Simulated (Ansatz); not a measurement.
# Fe chain started as a zigzag under tension and compression, part 4 of 4

Wanted: energy, moment and open channels of the Fe chain started as a zigzag from 12 % compression to 30 % stretch.

Ansatz 0.2.0; DFT PBE, plane waves, PAW; relaxation of a chain's period (the session's first sound run).

So far, conductance of the lead as this run defines it (G₀): step 4 (the chain at a fixed length, period over the relaxed period …) 3.50; step 12 (other starting moments, period over the relaxed period 1.04 …) 2.50; step 14 (other starting moments, period over the relaxed period 1.08 …) 2.50; step 16 (other starting moments, period over the relaxed period 1.13 …) 2.50; step 18 (other starting moments, period over the relaxed period 1.2 …) 2.50.

## (19) Strain along the wire, period over the relaxed period 1.3, k-mesh 1×1×25

This step: DFT PBE, plane waves, PAW; relaxation at a fixed period (Ansatz 0.2.0).

The period is set to 1.3 times the relaxed one and the atoms relax within it: the two rows can move towards or away from each other, so bond angles take up part of the strain.

The cell differs from the one that the last finished run ended in (c 3.033 → 3.286 Å).

input.yaml

```yaml
crystal:
  lattice:
    - [9.0, 0.0, 0.0]
    - [0.0, 7.5, 0.0]
    - [0.0, 0.0, 3.2855891097]
  atoms:
    - { symbol: Fe, position: [0.397558147, 0.5, 0.0], spin: 2.79 }
    - { symbol: Fe, position: [0.602441853, 0.5, 0.5], spin: 2.79 }
magnetization:
  spin_polarized: true
kpoints:
  mp_grid: { grid: [1, 1, 25] }
scf:
  occupations: { method: fermi_dirac, width: 0.05 }
hamiltonian:
  xc: pbe
relax:
  max_steps: 40
```

Started as:

```sh
> ansatz run input.yaml --threads 4 --pin off --max-ram 8192MiB --backend cpu --events-out ev --progress --plain --runs-dir out
```

Numbers of over 12 decimals in the logs are rounded to 6 here.

Log:

```text
[...]
Crystal: 2 atoms, lattice volume = 221.777 Å³
Basis set: ecut = 420 eV, 4381 PW (Γ), exchange–correlation on 128×108×48 points (8 copies of the dense FFT grid, shifted against one another)
Bands: 23, of which v1, the nominal top of the filled ones, is band 16 counted from 1 (15 counted from 0)
Symmetry: 8 space group operations
[...]
k-points: 13 of 25
[...]
--- Forces (eV/Å), atoms counted from 1 ---
  atom   1  Fe    -0.00031943     0.00000000     0.00000000
  atom   2  Fe     0.00031943     0.00000000     0.00000000
  max |Σ_I F_I| component: 0.00e0 eV/Å
--- Relaxed structure (5 steps of the walk, 5 accepted, 0 SCFs on fresh bases) ---
  F+E_penalty+E_count = -8955.57335124 eV   max|allowed force component| = 3.194e-4 eV/Å
  atoms:
    - { symbol: Fe, position: [0.410689, 0.5, 0.0] }
    - { symbol: Fe, position: [0.589311, 0.5, 0.500000] }
[key lines of the parts left out:]
SCF converged after 2 iterations
Magnetization: 6.5076 μB (19.2538 up, 12.7462 down)
Free energy (F): -8955.573351 eV
Fermi energy:    -1.184973 eV
```

The job ended after 8.3 s (4 threads of Arm Neoverse V2, shared host; peak memory 0.54 GiB).

The relaxation ends 95 meV an atom lower, with a largest force component of 3.2e-4 eV/Å.

## (20) Side by side

Times are for 4 threads of Arm Neoverse V2, shared host. The runs compared:

```tsv
no.	period over the relaxed period	k-mesh	total moment (μB)	absolute moment (μB)	time	memory (GiB)
1	0.88	1×1×36	6.098	6.271	9.8 s	0.47
2	0.92	1×1×35	6.181	6.391	11 s	0.48
3	0.96	1×1×33	6.308	6.535	9.2 s	0.49
4	1	1×1×32	6.349	6.606	5.5 s	0.49
5	1.04	1×1×31	6.412	6.689	6.4 s	0.49
6	1.08	1×1×30	6.464	6.752	7.1 s	0.5
7	1.13	1×1×29	6.505	6.805	8.5 s	0.51
8	1.2	1×1×27	6.556	6.862	8.3 s	0.53
9	1.3	1×1×25	6.508	6.827	8.3 s	0.54
```

## (21) At a set period, period over the relaxed period 1.3, k-mesh 1×1×25

This step: DFT PBE, plane waves, PAW; channels and complex bands of a perfect chain (Ansatz 0.2.0).

The period is set to 1.3 times the relaxed one: the two rows can move towards or away from each other, so bond angles take up part of the strain.

input.yaml, the sections that differ from step 19:

```yaml
crystal:
  lattice:
    - [9.0, 0.0, 0.0]
    - [0.0, 7.5, 0.0]
    - [0.0, 0.0, 3.2855891097]
  atoms:
    - { symbol: Fe, position: [0.4106888692, 0.5, 0.0], spin: 2.91 }
    - { symbol: Fe, position: [0.5893111308, 0.5, 0.5], spin: 2.91 }
output:
  transmission:
    e_range: [-2, 2]
    de: 0.035
    kmesh: [1, 1]
    reduced_basis: true
    leads: [[0, 0]]
  stress: true
# magnetization, kpoints, scf, hamiltonian: as in step 19
# relax: removed
```

Log:

```text
[...]
Crystal: 2 atoms, lattice volume = 221.777 Å³
Basis set: ecut = 420 eV, 4381 PW (Γ)
Bands: 23, of which v1, the nominal top of the filled ones, is band 16 counted from 1 (15 counted from 0)
Symmetry: 8 space group operations
[...]
k-points: 13 of 25
[...]
Starting moments: Σ|m| = 5.82 μB on 2 of 2 sites
[...]
--- Transmission ---
  basis      : 595 plane waves across, 5 finite elements along
  points     : 1, standing for a mesh of 1 x 1
[...]
crystal 0  : Fe2, at the sites [0, 0], period 3.2856 Å: whole cells are its period
[...]
filled         : 10.8 meV under the level at which it is neutral
    channels       : 2.000000e0 up, 2.000000e0 down
[...]
[key lines of the parts left out:]
SCF converged after 11 iterations
Magnetization: 6.5075 μB (19.2538 up, 12.7462 down)
Free energy (F): -8955.573352 eV
Fermi energy:    -1.184958 eV
P = ⅓ Tr σ = -1.1365 GPa (-11.365 kbar)
```

It took 65 s on 4 threads; peak memory 0.75 GiB; 3.8 min of CPU time.

Table of open channels of the lead by energy, zero at the Fermi level:

```tsv
energy (eV)	spin up	spin down
-2.000	2	1
-1.790	2	1
-1.615	2	1
-1.405	1	2
-1.195	2	2
-0.985	2	2
-0.810	2	2
-0.600	1	3
-0.390	2	2
-0.215	2	2
-0.005	2	2
0.205	2	2
0.415	2	0
0.590	2	0
0.800	2	1
1.010	2	4
1.185	3	6
1.395	3	2
1.605	3	1
1.815	3	4
```

At the computed energy nearest the Fermi level there are 2 spin-up and 2 spin-down channels, and the thermal average gives 2.06 G₀. The change of length costs 0.894 eV a cell and leaves an absolute moment of 6.83 μB a cell.

For the conductance of the lead as this run defines it, step 18 gave 2.50 G₀; this run, with period over the relaxed period 1.3 and k-mesh 1×1×25, gives 2.06 G₀ (-18 %).

## (22) Comparing the runs

Times are for 4 threads of Arm Neoverse V2, shared host. The series side by side:

```tsv
no.	period over the relaxed period	conductance of the lead as this run defines it (G₀)	absolute moment (μB)	energy at zero smearing less the lowest (eV)	time	memory (GiB)
1	0.88	3.496	6.271	0.1466	72 s	0.77
2	0.92	3.500	6.391	0.04659	67 s	0.75
3	0.96	3.002	6.535	0.03436	60 s	0.73
4	1	2.506	6.606	0	73 s	0.84
5	1.04	2.500	6.689	0.03237	70 s	0.83
6	1.08	2.500	6.752	0.1147	66 s	0.81
7	1.13	2.500	6.805	0.2632	51 s	0.69
8	1.2	2.496	6.862	0.5217	55 s	0.68
9	1.3	2.056	6.827	0.8939	65 s	0.75
```

## (23) Results

- relaxed cell length: 2.527 Å
- conductance at period × 0.88: 3.50 G₀
- conductance at period × 1.0: 2.51 G₀
- conductance at period × 1.13: 2.50 G₀
- conductance at period × 1.3: 2.06 G₀
- absolute moment at period × 0.88: 6.27 μB
- absolute moment at period × 1.0: 6.61 μB
- absolute moment at period × 1.3: 6.83 μB

**Reading.** The moment is 6.27 μB at the shortest period and 6.83 μB at the longest. The conductance goes from 3.50 G₀ at the shortest period to 2.06 G₀ at the longest, while the magnetic state changes too. At the relaxed period it forms two rows 1.84 Å apart, with 2.24 Å between atoms of unlike rows and 2.53 Å along a row: a strip of triangles. Transport is coherent and elastic here: the atoms are frozen, so scattering by vibrations plays no part. No search over magnetic orders was made; another may lie lower.

[Logs are printed without paths, hosts, clocks, repeated set-up lines and the standing remarks that a program may print on its own settings, such as how far it seeks lower states.]

[Hosts, paths, dates, database ids (printed as entryN), source tags and the programs' standing remarks are cut or masked in the printed files.]
